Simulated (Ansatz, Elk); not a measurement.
**Bonding as seen by X-rays: Ti3SnPbS2**

Structure refinements treat a crystal as free atoms side by side. For a made-up structure of Ti3SnPbS2 (cell and positions from a r2SCAN relaxation) the runs below show what the calculated density changes in F(hkl).

Main program and level: Elk 11.2.3 (patched build); DFT, PBE, all-electron APW+lo, Dirac cores, scalar-relativistic bands, static density, no spin.

The structure was built from a prototype and need not be the compound's stable phase.

### Step 1. Set-up

It takes space group R-3m (No. 166, trigonal). The conventional cell has a = 5.981 Å, b = 5.981 Å, c = 14.010 Å, α = 90.00°, β = 90.00°, γ = 120.00°. Pb has 6 Ti at 2.99 Å and 2 S at 3.04 Å nearest. Nearest to Sn lie 6 Ti at 2.90 Å. Ti has 2 S at 2.38 Å nearest. Nearest to S lie 3 Ti at 2.38 Å and 1 Pb at 3.04 Å. Farther neighbours and most contacts between anions are not listed.

### Step 2. Ground state and structure factors

An all-electron density is needed, since X-rays see the cores too. Task 0 finds the density and task 195 Fourier-transforms it; tshift is off so that phases refer to the origin typed.

Contents of elk.in:

```
tasks
  0
  195

xctype
  20

spinpol
  .false.

rgkmax
  7.0

gmaxvr
  14.0

lmaxo
  7

lmaxapw
  8

swidth
  0.002

tshift
  .false.

ramdisk
  .false.

hmaxvr
  5.5

maxscl
  120

epspot
  1e-06

sppath
  './'

avec
  5.65122610815 3.26273691449 8.82485605607
  -5.65122610815 3.26273691449 8.82485605607
  -0.00000000000 -6.52547382989 8.82485605573

atoms
  4
  'Pb.in'
  1
  0.0000000000 0.0000000000 0.0000000000   0.000000 0.000000 0.000000
  'Sn.in'
  1
  0.5000000000 0.5000000000 0.5000000000   0.000000 0.000000 0.000000
  'Ti.in'
  3
  0.0000000000 0.5000000000 0.5000000000   0.000000 0.000000 0.000000
  0.5000000000 0.5000000000 0.0000000000   0.000000 0.000000 0.000000
  0.5000000000 0.0000000000 0.5000000000   0.000000 0.000000 0.000000
  'S.in'
  2
  0.2167182092 0.2167182092 0.2167182092   0.000000 0.000000 0.000000
  0.7832817908 0.7832817908 0.7832817908   0.000000 0.000000 0.000000

ngridk
  5 5 5
```

Command:

```bash
OMP_NUM_THREADS=4 elk
```

Numbers of over 12 decimals in the logs are rounded to 6 here.

The log of the run:

```text
┌─────────────────────────┐
│ Elk code version 11.2.3 │
└─────────────────────────┘

All units are atomic (Hartree, Bohr, etc.)

┌─────────────────────────────────────────────────┐
│ Ground-state run starting from atomic densities │
└─────────────────────────────────────────────────┘

Lattice vectors :
   5.651226108       3.262736914       8.824856056
  -5.651226108       3.262736914       8.824856056
  -0.000000000      -6.525473830       8.824856056

Reciprocal lattice vectors :
  0.5559134590      0.3209567852      0.2373290951
 -0.5559134590      0.3209567852      0.2373290951
  0.1897525061E-17 -0.6419135705      0.2373290951

Unit cell volume      :    976.3007461
Brillouin zone volume :   0.2540715189

Muffin-tin inner radius fraction :   0.1000000000E-01

Nuclei treated as point charges

Species : 1 (Pb)
 parameters loaded from : Pb.in
 name : lead
 nuclear charge    :   -82.00000000
 electronic charge :    82.00000000
 atomic mass :    377702.4943
 muffin-tin radius :    2.800000000
 number of radial points in muffin-tin :   1393
 inner part over the whole radius :   0.9993555083E-02
 number on inner part of muffin-tin    :   1001
 approximate nuclear radius :   0.1047603524E-03
 number of mesh points to nuclear radius :    525
 atomic positions (lattice), magnetic fields (Cartesian) :
  1 :   0.00000000  0.00000000  0.00000000    0.00000000  0.00000000  0.00000000

Species : 2 (Sn)
 parameters loaded from : Sn.in
 name : tin
 nuclear charge    :   -50.00000000
 electronic charge :    50.00000000
 atomic mass :    216395.0922
 muffin-tin radius :    2.600000000
 number of radial points in muffin-tin :   1193
 inner part over the whole radius :   0.9914297220E-02
 number on inner part of muffin-tin    :    850
 approximate nuclear radius :   0.8828114845E-04
 number of mesh points to nuclear radius :    428
 atomic positions (lattice), magnetic fields (Cartesian) :
  1 :   0.50000000  0.50000000  0.50000000    0.00000000  0.00000000  0.00000000

Species : 3 (Ti)
 parameters loaded from : Ti.in
 name : titanium
 nuclear charge    :   -22.00000000
 electronic charge :    22.00000000
 atomic mass :    87256.20317
 muffin-tin radius :    2.317508647
 number of radial points in muffin-tin :    993
 inner part over the whole radius :   0.9933260056E-02
 number on inner part of muffin-tin    :    698
 approximate nuclear radius :   0.6805665174E-04
 number of mesh points to nuclear radius :    325
 atomic positions (lattice), magnetic fields (Cartesian) :
  1 :   0.00000000  0.50000000  0.50000000    0.00000000  0.00000000  0.00000000
  2 :   0.50000000  0.50000000  0.00000000    0.00000000  0.00000000  0.00000000
  3 :   0.50000000  0.00000000  0.50000000    0.00000000  0.00000000  0.00000000

Species : 4 (S)
 parameters loaded from : S.in
 name : sulphur
 nuclear charge    :   -16.00000000
 electronic charge :    16.00000000
 atomic mass :    58450.91931
 muffin-tin radius :    2.124382926
 number of radial points in muffin-tin :    793
 inner part over the whole radius :   0.9995500252E-02
 number on inner part of muffin-tin    :    554
 approximate nuclear radius :   0.6195814986E-04
 number of mesh points to nuclear radius :    251
 atomic positions (lattice), magnetic fields (Cartesian) :
  1 :   0.21671821  0.21671821  0.21671821    0.00000000  0.00000000  0.00000000
  2 :  -0.21671821 -0.21671821 -0.21671821    0.00000000  0.00000000  0.00000000

Total number of atoms per unit cell :    7
Total muffin-tin volume :    402.3066614
 ratio of muffin-tin to unit cell volume :   0.4120724715

Spin treatment :
 spin-unpolarised

Number of Bravais lattice symmetries :   12
Number of crystal symmetries         :   12
Crystal has inversion symmetry
Real symmetric eigensolver will be used

k-point grid :      5     5     5
k-point offset :    0.000000000       0.000000000       0.000000000
k-point set is reduced with full crystal symmetry group
Total number of k-points :       19

Muffin-tin radius times maximum |G+k| :    7.000000000
[...]
Estimated indirect band gap :   0.1514954689E-02
 from k-point 9 to k-point 13
Estimated direct band gap   :   0.4543397744E-02
 at k-point 7

Charges :
 core                        :    148.0000000
 valence                     :    82.00000000
 interstitial                :    11.93368465
 muffin-tins (core leakage)
  species : 1 (Pb)
[...]
species : 2 (Sn)
[...]
species : 3 (Ti)
[...]
species : 4 (S)
[...]
total in muffin-tins        :    218.0663153
 total calculated charge     :    229.9977187
 total charge                :    230.0000000
 error                       :   0.2281272779E-02

RMS change in Kohn-Sham potential (target) :   0.2903159360     (  0.1000000000E-05)
Absolute change in total energy (target)   :   0.3645485261     (  0.1000000000E-03)

[... loops 3 to 16 left out ...]

┌──────────────────┐
│ Loop number : 17 │
└──────────────────┘

Energies :
 Fermi                       :     0.251595
 sum of occupied eigenvalues :     -18613.750201043
 electron kinetic            :      34263.122426568
 core electron kinetic       :      33663.562619357
 Coulomb                     :     -63997.183881401
 Coulomb potential           :     -51919.705733851
 nuclear-nuclear             :     -2579.0469407400
 electron-nuclear            :     -70966.463034681
 Hartree                     :      9548.3260940198
 Madelung                    :     -38037.331014475
 xc potential                :     -957.16689375909
 exchange                    :     -721.75929632721
 correlation                 :     -11.913177840363
 electron entropic           :    -0.24295069041998E-02
 total energy                :     -30467.736358508

Density of states at Fermi energy :    191.5393984
 (states/Hartree/unit cell)

Estimated indirect band gap :   0.1137115216E-02
 from k-point 16 to k-point 7
Estimated direct band gap   :   0.1272899591E-02
 at k-point 7

Charges :
 core                        :    148.0000000
 valence                     :    82.00000000
 interstitial                :    11.92714786
 muffin-tins (core leakage)
  species : 1 (Pb)
[...]
species : 2 (Sn)
[...]
species : 3 (Ti)
[...]
species : 4 (S)
[...]
total in muffin-tins        :    218.0728521
 total calculated charge     :    229.9977932
 total charge                :    230.0000000
 error                       :   0.2206843465E-02

RMS change in Kohn-Sham potential (target) :   0.5465960480E-07 (  0.1000000000E-05)
Absolute change in total energy (target)   :   0.2846815551E-04 (  0.1000000000E-03)

Convergence targets achieved

┌──────────────────┐
│ Loop number : 18 │
└──────────────────┘

Energies :
 Fermi                       :     0.251595
 sum of occupied eigenvalues :     -18613.750195950
 electron kinetic            :      34263.122428844
 core electron kinetic       :      33663.562621165
 Coulomb                     :     -63997.183879887
 Coulomb potential           :     -51919.705734461
 nuclear-nuclear             :     -2579.0469407400
 electron-nuclear            :     -70966.463030602
 Hartree                     :      9548.3260914557
 Madelung                    :     -38037.331012656
 xc potential                :     -957.16689033403
 exchange                    :     -721.75929620819
 correlation                 :     -11.913177837387
 electron entropic           :    -0.24295066602617E-02
 total energy                :     -30467.736354595

Density of states at Fermi energy :    191.5393779
 (states/Hartree/unit cell)

Estimated indirect band gap :   0.1137111813E-02
 from k-point 16 to k-point 7
Estimated direct band gap   :   0.1272896295E-02
 at k-point 7

Charges :
 core                        :    148.0000000
 valence                     :    82.00000000
 interstitial                :    11.92714788
 muffin-tins (core leakage)
  species : 1 (Pb)
[...]
species : 2 (Sn)
[...]
species : 3 (Ti)
[...]
atom 3                    :    20.19853881     ( -0.2175187639E-06)
  species : 4 (S)
   atom 1                    :    14.35600860     (  0.1167487249E-03)
   atom 2                    :    14.35600860     (  0.1167487249E-03)
 total in muffin-tins        :    218.0728521
 total calculated charge     :    229.9977932
 total charge                :    230.0000000
 error                       :   0.2206843587E-02

┌──────────────────────────────┐
│ Self-consistent loop stopped │
└──────────────────────────────┘

Warning : the lowest level lies among the core levels :   -2.859208234      -2.513279889

Warning : core states of species 1 leak from the muffin-tin :   0.1199497582E-02

Warning : core states of species 4 leak from the muffin-tin :   0.1167487249E-03

Wrote STATE.OUT
```

It took 51 s on 4 threads of Intel Xeon at 2.60GHz (Ice Lake), shared host; peak memory 0.31 GiB; 2.1 min of CPU time.

SFACRHO.OUT:

```text

h k l indices transformed by vhmat matrix:
   1.000000000       0.000000000       0.000000000    
   0.000000000       1.000000000       0.000000000    
   0.000000000       0.000000000       1.000000000    

      h      k      l  multipl.   |H|            Re(F)            Im(F)           |F|

      0      0      0      1   0.0000000       230.00000      0.46554036E-15   230.00000    
      0      0     -1      6  0.68438157       17.380077     -0.57582802E-13   17.380077    
     -1     -1     -1      2  0.71198729       72.699432      0.86374203E-13   72.699432    
      0      1      1      6  0.79834418       77.363257     -0.11855283E-13   77.363257    
      1      0     -1      6   1.1118269       121.85832      0.63153552E-14   121.85832    
      2      1      1      6   1.1459732       112.93166      0.12702089E-13   112.93166    
     -1      1      1      6   1.3055793       81.930815     -0.84680591E-14   81.930815    
      2      1      0     12   1.3202594      0.15333528      0.84680591E-14  0.15333528    
     -2     -2     -1      6   1.3491407       32.633835     -0.75365726E-13   32.633835    
      0      2      0      6   1.3687631       135.77433     -0.82986979E-13   135.77433    
      2      2      2      2   1.4239746       147.51393     -0.19984620E-12   147.51393    
      2      2      0      6   1.5966884       161.96899     -0.99923098E-13   161.96899    
      0      2     -1     12   1.7148459       17.606127      0.15242506E-13   17.606127    
      1      3      1      6   1.7482390       86.742379     -0.55042384E-13   86.742379    
      2      1     -1     12   1.7634261       69.271529     -0.11008477E-13   69.271529    
      3      2      2      6   1.7810061      -5.0585919      0.16322184E-12   5.0585919    
      1      3      2     12   1.8066164       80.096485      0.49114743E-13   80.096485    
      2     -1     -1      6   1.9257407       102.43536      0.28343189E-13   102.43536
```

Elk indexes on the primitive cell of elk.in and gives |H| = 4π sin θ/λ in inverse bohr. Below, one row stands for each form hkl of the conventional cell (m members, Friedel mates merged), F is for one primitive cell and the density is static (no thermal factor). Free-atom factors are Waasmaier and Kirfel's, and R is Σm||F|−|F'||/Σm|F|.

| hkl | m | sin θ/λ (Å⁻¹) | abs F, DFT | neutral atoms | diff. |
| --- | --- | --- | --- | --- | --- |
| 101 | 6 | 0.103 | 17.380 | 17.751 | -0.371 |
| 003 | 2 | 0.107 | 72.699 | 72.188 | +0.511 |
| 012 | 6 | 0.120 | 77.363 | 77.787 | -0.424 |
| 110 | 6 | 0.167 | 121.858 | 121.512 | +0.346 |
| 104 | 6 | 0.172 | 112.932 | 112.786 | +0.146 |
| 021 | 6 | 0.196 | 81.931 | 82.441 | -0.510 |
| 113 | 12 | 0.199 | 0.153 | 0.085 | +0.068 |
| 015 | 6 | 0.203 | 32.634 | 32.296 | +0.337 |
| 202 | 6 | 0.206 | 135.774 | 136.605 | -0.831 |
| 006 | 2 | 0.214 | 147.514 | 148.043 | -0.529 |
| 024 | 6 | 0.240 | 161.969 | 162.458 | -0.489 |
| 211 | 12 | 0.258 | 17.606 | 17.591 | +0.015 |
| 205 | 6 | 0.263 | 86.742 | 87.116 | -0.374 |
| 122 | 12 | 0.265 | 69.272 | 69.232 | +0.040 |

### Step 3. The highest occupied states alone

An energy window below the Fermi level keeps the highest occupied states, to see at which angles they scatter; shallow core shells can lie inside it and anion s states outside. No new self-consistency is needed.

Changes to elk.in since step 2:

```diff
@@ -1,3 +1,2 @@
 tasks
-  0
   195
@@ -40,2 +39,5 @@
 
+wsfac
+  -0.189400 0.551590
+
 sppath
```

Command:

```bash
OMP_NUM_THREADS=4 elk
```

The log of the run:

```text
┌─────────────────────────────────┐
│ Elk code version 11.2.3 started │
└─────────────────────────────────┘

Info(readinput): the functional depends on the density's gradient
 muffin-tin radial points multiplied by    2.00000
 (not where nrmtscf is given)

┌────────────────────┐
│ Current task : 195 │
└────────────────────┘
Info(checkmt): changed muffin-tin radius of species 3 (Ti) from   2.4000 to   2.3175
Info(checkmt): changed muffin-tin radius of species 4 (S) from   2.2000 to   2.1244

Info(sfacrho): density structure factors written to SFACRHO.OUT

 Energy window :  -0.1894000000      0.5515900000

┌──────────────────┐
│ Elk code stopped │
└──────────────────┘
```

It took 19 s on 4 threads; peak memory 0.21 GiB; 24 s of CPU time.

States within 12 eV below the Fermi level hold 28.00 electrons; any levels below the window count with the cores. Their amplitudes can exceed the total, where window and core parts have opposite phase:

| hkl | sin θ/λ (Å⁻¹) | abs F, window | abs F, all |
| --- | --- | --- | --- |
| 101 | 0.103 | 1.152 | 17.380 |
| 003 | 0.107 | 3.277 | 72.699 |
| 012 | 0.120 | 3.469 | 77.363 |
| 110 | 0.167 | 3.512 | 121.858 |
| 104 | 0.172 | 1.882 | 112.932 |
| 021 | 0.196 | 2.852 | 81.931 |
| 113 | 0.199 | 2.171 | 0.153 |
| 015 | 0.203 | 1.431 | 32.634 |
| 202 | 0.206 | 0.527 | 135.774 |
| 006 | 0.214 | 1.990 | 147.514 |

### Step 4. Another functional

The difference from free atoms is small, so it is set against the change that LDA (Perdew-Wang) makes.

Changes to elk.in since step 3:

```diff
@@ -1,2 +1,3 @@
 tasks
+  0
   195
@@ -4,3 +5,3 @@
 xctype
-  20
+  3
 
@@ -39,5 +40,2 @@
 
-wsfac
-  -0.189400 0.551590
-
 sppath
```

Command:

```bash
OMP_NUM_THREADS=4 elk
```

The log of the run:

```text
┌─────────────────────────┐
│ Elk code version 11.2.3 │
└─────────────────────────┘

All units are atomic (Hartree, Bohr, etc.)

┌─────────────────────────────────────────────────┐
│ Ground-state run starting from atomic densities │
└─────────────────────────────────────────────────┘

Lattice vectors :
   5.651226108       3.262736914       8.824856056
  -5.651226108       3.262736914       8.824856056
  -0.000000000      -6.525473830       8.824856056

Reciprocal lattice vectors :
  0.5559134590      0.3209567852      0.2373290951
[...]
atom 2                    :    14.33256149     (  0.1110811463E-03)
 total in muffin-tins        :    218.1227449
 total calculated charge     :    229.9978430
 total charge                :    230.0000000
 error                       :   0.2157025381E-02

┌──────────────────────────────┐
│ Self-consistent loop stopped │
└──────────────────────────────┘

Warning : the lowest level lies among the core levels :   -2.858009400      -2.518811888

Warning : core states of species 1 leak from the muffin-tin :   0.1206328134E-02

Warning : core states of species 4 leak from the muffin-tin :   0.1110811463E-03

Wrote STATE.OUT
[key lines of the parts left out:]
total energy                :     -30443.364350578
```

Wall time 30 s (4 threads); peak memory 0.24 GiB.

Against the first run R = 0.03 %; the largest change is -0.056 at 208.

### Step 5. Basis size

A smaller basis shows how fast F responds to it; the change is likely larger than the basis error of the first run, but doesn't show convergence.

Changes to elk.in since step 4:

```diff
@@ -5,3 +5,3 @@
 xctype
-  3
+  20
 
@@ -11,3 +11,3 @@
 rgkmax
-  7.0
+  5.5
```

Command:

```bash
OMP_NUM_THREADS=4 elk
```

The log of the run:

```text
┌─────────────────────────┐
│ Elk code version 11.2.3 │
└─────────────────────────┘

All units are atomic (Hartree, Bohr, etc.)

┌─────────────────────────────────────────────────┐
│ Ground-state run starting from atomic densities │
└─────────────────────────────────────────────────┘

Lattice vectors :
   5.651226108       3.262736914       8.824856056
  -5.651226108       3.262736914       8.824856056
  -0.000000000      -6.525473830       8.824856056

Reciprocal lattice vectors :
  0.5559134590      0.3209567852      0.2373290951
[...]
atom 2                    :    14.31413634     (  0.1160531468E-03)
 total in muffin-tins        :    217.7566887
 total calculated charge     :    229.9975115
 total charge                :    230.0000000
 error                       :   0.2488457580E-02

┌──────────────────────────────┐
│ Self-consistent loop stopped │
└──────────────────────────────┘

Warning : the lowest level lies among the core levels :   -2.866258758      -2.523360767

Warning : core states of species 1 leak from the muffin-tin :   0.1202517672E-02

Warning : core states of species 4 leak from the muffin-tin :   0.1160531468E-03

Wrote STATE.OUT
[key lines of the parts left out:]
total energy                :     -30467.537810386
```

Run time: 43 s. Hardware: 4 threads; peak memory 0.31 GiB.

Against the first run R = 0.04 %; the largest change is +0.099 at 0 2 10.

### Step 6. Settings against the effect

| run | R against the first run (%) | R against neutral atoms, low angle (%) | wall time |
| --- | --- | --- | --- |
| PBE, rgkmax 7 | 0.00 | 0.37 | 51 s |
| LDA (Perdew-Wang) | 0.03 | 0.36 | 30 s |
| rgkmax 5.5 | 0.04 | 0.40 | 43 s |

### Step 7. Results

| Property | Result |
| --- | --- |
| R against neutral atoms, sin θ/λ < 0.3 Å⁻¹ | 0.37 % |
| R against neutral atoms, 0.3 to 0.65 Å⁻¹ | 0.12 % |

**Reading.** Independent neutral atoms miss the calculated amplitudes by R = 0.37 % below 0.3 Å⁻¹ and 0.12 % from there to 0.65 Å⁻¹; by shells, 0.81 % below 0.15 Å⁻¹ (3 forms), 0.33 % 0.15 to 0.3 (15 forms), 0.15 % 0.3 to 0.45 (36 forms), 0.11 % above 0.45 (95 forms). Bonding, aspherical density and the tables' own atoms all enter these figures, and the runs don't part them. The largest change of an amplitude is -0.83 electrons, at 202. The window's part falls from 28.0 electrons at the origin to at most 0.49 between 0.45 and 0.65 Å⁻¹. Below 0.3 Å⁻¹ the changes that finished (LDA (Perdew-Wang) and rgkmax 5.5) move F by R = 0.06 % at most, against the 0.37 % that separates it from free atoms. The k-mesh has no finished test. These runs have no spin, though d or f shells may be open. Spin-orbit coupling is left out, which can matter for elements this heavy. Part of the difference isn't bonding: the tables are fits to free atoms and ions calculated by other methods than this functional. Thermal motion, anomalous dispersion and extinction are left out.

[Logs are printed without paths, hosts, clocks, repeated set-up lines and the standing remarks that a program may print on its own settings, such as how far it seeks lower states.]

[Hosts, paths, dates, database ids (printed as entryN), source tags and the programs' standing remarks are cut or masked in the printed files.]
